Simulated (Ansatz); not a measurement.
# Σ11 (113) boundary in fcc Ag: structure and resistance, part 2 of 3

Wanted: what the Σ11 (113) boundary in fcc Ag costs an interconnect.

Ansatz 0.2.0; Ansatz plane-wave DFT, PBE, PAW files; relaxation of a bicrystal slab with its lowest layers held; PAW set soft_1 (the session's first sound run).

So far. Step 2 (Relaxing the bicrystal): The largest force component on a free atom ends at 0.0051 eV/Å, under the tolerance of 0.03, after 5 steps.

### 3. Transmission across the boundary

Bulk layers of each grain are laid under and over the relaxed boundary, and a lead is named in the middle of each, away from the free faces. The mesh across the current, 22×22, is finer than the density's, because channels open and close sharply across the zone. Energies from -0.1 to 0.1 eV in steps of 0.05 eV are too few for the program's thermal sum, so it prints no conductance; for a metal the transmission near the Fermi level serves, at a fraction of the cost.

This step: Ansatz plane-wave DFT, PBE, PAW files; ballistic transport by layer matching (Landauer), zero bias; boundary relaxed in a short slab, bulk layers laid on; PAW set soft_1 (Ansatz 0.2.0).

System of this step: Σ11 (113) boundary in fcc Ag. The cell holds 34 atoms: 34 Ag. Cell: a = 2.889 Å, b = 5.005 Å, c = 49.145 Å, α = 90.0°, β = 90.0°, γ = 73.2°. It derives from Ag. Regions: lower grain, 14 atoms (14 Ag); boundary, 9 atoms (9 Ag); upper grain, 11 atoms (11 Ag). Vacuum lies along c.

The input, input.yaml:

```yaml
crystal:
  lattice:
    - [2.8893797293, 0.0, 0.0]
    - [1.4446898646, 4.7914942194, 0.0]
    - [0.0, 0.0, 49.1450034374]
  atoms:
    - { symbol: Ag, position: [4.909090909, -9.8181818182, 0.0813917941] }
    - { symbol: Ag, position: [4.6363636362, -9.2727272727, 0.1064611922] }
    - { symbol: Ag, position: [4.3636363635, -8.7272727273, 0.1315305903] }
    - { symbol: Ag, position: [4.0909090908, -8.1818181818, 0.1565999884] }
    - { symbol: Ag, position: [3.8181818181, -7.6363636364, 0.1816693865] }
    - { symbol: Ag, position: [3.5454545454, -7.0909090909, 0.2067387846] }
    - { symbol: Ag, position: [3.2727272727, -6.5454545455, 0.2318081827] }
    - { symbol: Ag, position: [2.9999999999, -6.0, 0.2568775808] }
    - { symbol: Ag, position: [2.7272727272, -5.4545454545, 0.2819469789] }
    - { symbol: Ag, position: [2.4545454545, -4.9090909091, 0.3070163771] }
    - { symbol: Ag, position: [2.1818181818, -4.3636363636, 0.3320857752] }
    - { symbol: Ag, position: [1.9090909091, -3.8181818182, 0.3571551733] }
    - { symbol: Ag, position: [1.6363636363, -3.2727272727, 0.3822245714] }
    - { symbol: Ag, position: [1.3636363636, -2.7272727273, 0.4072939695] }
    - { symbol: Ag, position: [0.0909090909, 0.8181818182, 0.4323633676] }
    - { symbol: Ag, position: [0.8222895324, 0.3554209353, 0.4586797618] }
    - { symbol: Ag, position: [0.5528805899, 0.8942388202, 0.4848073872] }
    - { symbol: Ag, position: [0.282856551, 0.4342868979, 0.509579214] }
    - { symbol: Ag, position: [0.0128286407, -0.0256572815, 0.5377782205] }
    - { symbol: Ag, position: [0.2825796283, 0.4348407434, 0.5662700811] }
    - { symbol: Ag, position: [0.5522681978, 0.8954636043, 0.5906587745] }
    - { symbol: Ag, position: [0.8227894343, 0.3544211315, 0.6174538299] }
    - { symbol: Ag, position: [0.09237295, 0.8152541, 0.6428448267] }
    - { symbol: Ag, position: [1.3651002227, -2.7302004455, 0.6679142248] }
    - { symbol: Ag, position: [1.6378274954, -3.2756549909, 0.6929836229] }
    - { symbol: Ag, position: [1.9105547682, -3.8211095364, 0.7180530211] }
    - { symbol: Ag, position: [2.1832820409, -4.3665640818, 0.7431224192] }
    - { symbol: Ag, position: [2.4560093136, -4.9120186273, 0.7681918173] }
    - { symbol: Ag, position: [2.7287365863, -5.4574731728, 0.7932612154] }
    - { symbol: Ag, position: [3.001463859, -6.0029277182, 0.8183306135] }
    - { symbol: Ag, position: [3.2741911318, -6.5483822637, 0.8434000116] }
    - { symbol: Ag, position: [3.5469184045, -7.0938368091, 0.8684694097] }
    - { symbol: Ag, position: [3.8196456772, -7.6392913546, 0.8935388078] }
    - { symbol: Ag, position: [4.0923729499, -8.1847459, 0.9186082059] }
kpoints:
  mp_grid: { grid: [9, 9, 1] }
hamiltonian:
  xc: pbe
  pseudopotentials: { kind: paw, azcp: { folder: soft_1 } }
scf:
  occupations: { method: fermi_dirac, width: 0.1 }
output:
  transmission:
    leads: [[8, 9], [27, 28]]
    kmesh: [22, 22]
    e_range: [-0.1, 0.1]
    de: 0.05
  write_potential: true
  write_density: true
  volumetric_format: npy
  elf: true
```

On the command line:

```
ansatz run input.yaml --threads 8 --pin off --max-ram 15360MiB --backend cpu --events-out ev --progress --plain --runs-dir out
```

Numbers of over 12 decimals in the logs are rounded to 6 here.

What it wrote:

```text
[...]
Crystal: 34 atoms, lattice volume = 680.385 Å³
Basis set: ecut = 420 eV, 13317 PW (Γ)
Bands: 388, of which v1, the nominal top of the filled ones, is band 323 counted from 1 (322 counted from 0)
Symmetry: 2 space group operations
[...]
k-points: 25 of 81 (time reversal used)
[...]
SCF iter   1: F=—  HF=-258087.102038 eV  |F-HF|=—  |Δ(HF+E_count)|=         —  Δρ=6.32e-2  dr2=3.04e1  ethr=3.10e-3  ⟨swp⟩=4.9  Hψ=29154  notcnv=0  defer=783
[...]
SCF iter  10: F=-258079.185945 eV  HF=-258079.185945 eV  |F-HF|=1.65e-8  |Δ(HF+E_count)|=  2.04e-10  Δρ=1.69e-6  dr2=2.42e-8  ethr=1.55e-11  ⟨swp⟩=10.9  Hψ=41671  notcnv=0
SCF 1 converged in 10 iterations: F = -258079.185945 eV  dr2 = 2.42e-8
[...]
transmission: 480 of 4788 steps passed
transmission: 960 of 4788 steps passed
[...]
transmission: 4788 of 4788 steps passed
WARN: The output density's exchange-correlation potential varies sharply where the density is thin. Do not read a vacuum level from v_tot or v_xc, or from such a field of the output density. On a cell that repeats whose density bears no net charge and no dipole along the vacuum's axis use v_es (v_loc + v_h of the components); under efield.dipole_correction with no amplitude use v_es + v_field, which holds any externa [...]
SCF converged after 10 iterations
Free energy (F): -258079.185945 eV
[...]
Internal energy: -258078.893301 eV  (E = F + TS)
E sigma→0 (E₀):  -258079.039623 eV
Entropy (-TS):   -0.292644 eV (-8.607 meV/atom)
Fermi energy:    14.111691 eV
[...]
--- Band table (eV; the first three rows and the last of 25) ---
  k-point 0: bands = [... 319 lower, 12.3215, 12.9004, 13.5015, 13.7974, 13.9132, 14.1263, 14.2514, 14.5375, ... 61 higher]
  k-point 1: bands = [... 319 lower, 12.3190, 12.9014, 13.1642, 13.2797, 13.4807, 13.6228, 13.8592, 14.1381, ... 61 higher]
  k-point 2: bands = [... 319 lower, 12.0201, 12.1718, 12.3469, 12.4921, 12.7516, 12.9402, 13.0855, 13.4124, ... 61 higher]
  k-point 24: bands = [... 319 lower, 14.6615, 14.6844, 14.6971, 14.7497, 14.7892, 14.8437, 14.8812, 15.0036, ... 61 higher]
--- Transmission ---
  basis      : 121 plane waves across, 36 finite elements along
  points     : 133, standing for a mesh of 22 x 22
  energies   : 5 from -0.100000 to 0.100000 eV about the Fermi level, 0.050000 eV apart; the leads are filled to 0.000000 eV, and channels, transmission and decay are at 0.000000 eV
  crystal 0  : Ag2, at the sites [8, 9], period 2.4641 Å, over 18.48 Å; its Hamiltonian steps by up to 6.6 meV
    offset         : up to 0.0000 Å between an atom of the period and one for which it stands
    channels       : 1.568182e0 a spin
    conductance    : none, the energies end too early or step too widely for 300 K: set another output.transmission.e_range or a lower de, or, where they end at an eighth of basis.ecutwfc, a higher one
[...]
channels       : 1.568182e0 a spin
[...]
junction   : crystal 0 to crystal 1, 13.24 to 35.90 Å
    transmission   : 1.463346e0 a spin
[...]
```

It took 11 min on 8 threads of Arm Neoverse N1, shared host; peak memory 13 GiB.

Reading the cycles: dr2 is the Hartree energy of the density residual (eV), the measure of convergence; HF is the Harris–Foulkes estimate of the energy, which meets the free energy F at convergence.

Numbers from this step:

- free energy: -258079.1859 eV
- energy at zero smearing: -258079.0396 eV
- Fermi energy: 14.11 eV
- cell area: 13.84 Å²
- transmission per spin nearest the Fermi level: 1.463
- open channels per spin nearest the Fermi level: 1.568
- open channels per spin, upper lead: 1.568
- step of the lead's potential: 6.6 meV
- step of the upper lead's potential: 8.6 meV

Per spin. Table of transmission, zone mean by energy, zero at the Fermi level:

```tsv
energy (eV)	transmission, zone mean
-0.1000	1.45
-0.0500	1.46
0.0000	1.46
0.0500	1.46
0.1000	1.45
```

Per spin. Table of open channels, zone mean by energy, zero at the Fermi level:

```tsv
energy (eV)	lead	upper lead
-0.1000	1.54	1.54
-0.0500	1.56	1.55
0.0000	1.57	1.57
0.0500	1.59	1.59
0.1000	1.58	1.58
```

Transmission over k1 and k2. At 0.0000 eV from the Fermi level.

Ten even steps from '0' (0.00) to '9' (2.00):
```
1459999996000999999555
4479999998007999995555
4499999999789999975555
4599999999999999945555
4599999999999999445555
4599999999999994445555
4479999999999984445555
4457999999999944445555
4455579999999644445555
1455544489998444445555
1555544446888644445555
1555544444899984445554
4555544446999999975554
4555544449999999999754
4555544489999999999974
4555544499999999999995
4555544999999999999995
4555549999999999999995
4555579999987999999994
4555599999700899999974
1555999999000699999954
1457999998000899999754
```
Columns: k1 (b1) from -0.5 to 0.455; rows upwards: k2 (b2) from -0.5 to 0.455.

Open channels over k1 and k2. At 0.0000 eV from the Fermi level.

Ten even steps from '0' (1.00) to '9' (2.00):
```
0009999999000999999000
9099999999009999990000
0099999999999999990000
0999999999999999900000
0999999999999999000000
0999999999999990000000
0099999999999990000000
0009999999999900000000
9000099999999900000000
0000000099999000000000
0000000009999900000000
0000000000999990000000
9000000009999999990000
0000000009999999999900
0000000099999999999990
0000000099999999999999
0000000999999999999999
0000009999999999999999
0000099999999999999990
9000099999900999999990
0000999999000999999900
0009999999000999999900
```
Columns: k1 (b1) from -0.5 to 0.455; rows upwards: k2 (b2) from -0.5 to 0.455.

ELF in the ca plane at fractional y = 0.354, with atoms of Ag within 0.2 Å of it. It is the smooth field of the valence electrons, not physical close to the nuclei.

Ten even steps from '0' (0.00) to '9' (0.73), each cell a mean:
```
22222344222222234322222222246996421100000000
22222444222222234322222222246996421100000000
32222333222222223322222322235775321100000000
54222222222222222222234542223443221100000000
75322222222222222222246763222222221100000000
75322222222222222222246764222222221100000000
64222222222222222222235653222333221100000000
32222233222222222222223332234665321100000000
```
Columns run along c (16.0 Å, from fractional 0.67 to 1.00 of the cell), rows up along a (2.9 Å). Atoms in or near the plane, at fractional coordinates: Ag at (0.89, 0.82).

Valence density in the ca plane at fractional y = 0.354, with atoms of Ag within 0.2 Å of it. It is the smooth field of the valence electrons, not physical close to the nuclei.

Ten steps, logarithmic in the rise over the least value, from '0' (0 e/Å³) to '9' (17 e/Å³), each cell a mean:
```
11112344211011233321111111147997410000000000
11112344211011234321111111147997410000000000
32112233211111123221122321136886310000000000
64211122111111112111135542123453100000000000
86311111111111111111247863111221100000000000
86311111111111111111257874211111100000000000
64211111111111111111246653112332100000000000
32111232211111122211123331125775210000000000
```
Columns run along c (16.0 Å, from fractional 0.67 to 1.00 of the cell), rows up along a (2.9 Å). Atoms in or near the plane, at fractional coordinates: Ag at (0.89, 0.82).

Electrostatic potential energy in the ca plane at fractional y = 0.354, with atoms of Ag within 0.2 Å of it. With pseudopotentials it is smooth inside the atoms' cores, unlike the true potential.

Ten even steps from '0' (-14 eV) to '9' (18 eV), each cell a mean:
```
88987423789999854578998889840330489999999999
89987423789999853478998899840450389999999999
67898645789999876689986678861000589999999999
14799888889998888899852126885325899999999999
01689999888888889999720004898778999999999999
00689999888888899999720004898888999999999999
02799888888888888899840016887546899999999999
47898756889999877789875468862001699999999999
```
Columns run along c (16.0 Å, from fractional 0.67 to 1.00 of the cell; values clipped at the 3rd and 97th percentile), rows up along a (2.9 Å). Atoms in or near the plane, at fractional coordinates: Ag at (0.89, 0.82).

Over the solved energies the transmission per spin lies between 1.45 and 1.46, out of 1.57 channels of the lead on average (up to 1.59).

### 4. Specific resistance

This step: Ansatz plane-wave DFT, PBE, PAW files; ballistic transport by layer matching (Landauer), zero bias; specific resistance of the boundary; PAW set soft_1 (Ansatz 0.2.0).

This step gave:

```
area resistance                      : 0.08602 fΩ m²
T over the leads' mean channel count : 0.9298
```

Averaged over the energies near the Fermi level, 93.0 % of the channels pass, which makes 0.0860 fΩ m².

By hand, with T and the leads' channels N averaged over the energies near the Fermi level: RA = A (h/2e²)(1/T − ½[1/N₁ + 1/N₂]) = 13.84×10⁻²⁰ m² × 12 906 Ω × (1/1.457 − ½[1/1.568 + 1/1.567]) = 0.0860 fΩ m².

[end of part 2 of 3]

[Logs are printed without paths, hosts, clocks, repeated set-up lines and the standing remarks that a program may print on its own settings, such as how far it seeks lower states.]

[Hosts, paths, dates, database ids (printed as entryN), source tags and the programs' standing remarks are cut or masked in the printed files.]
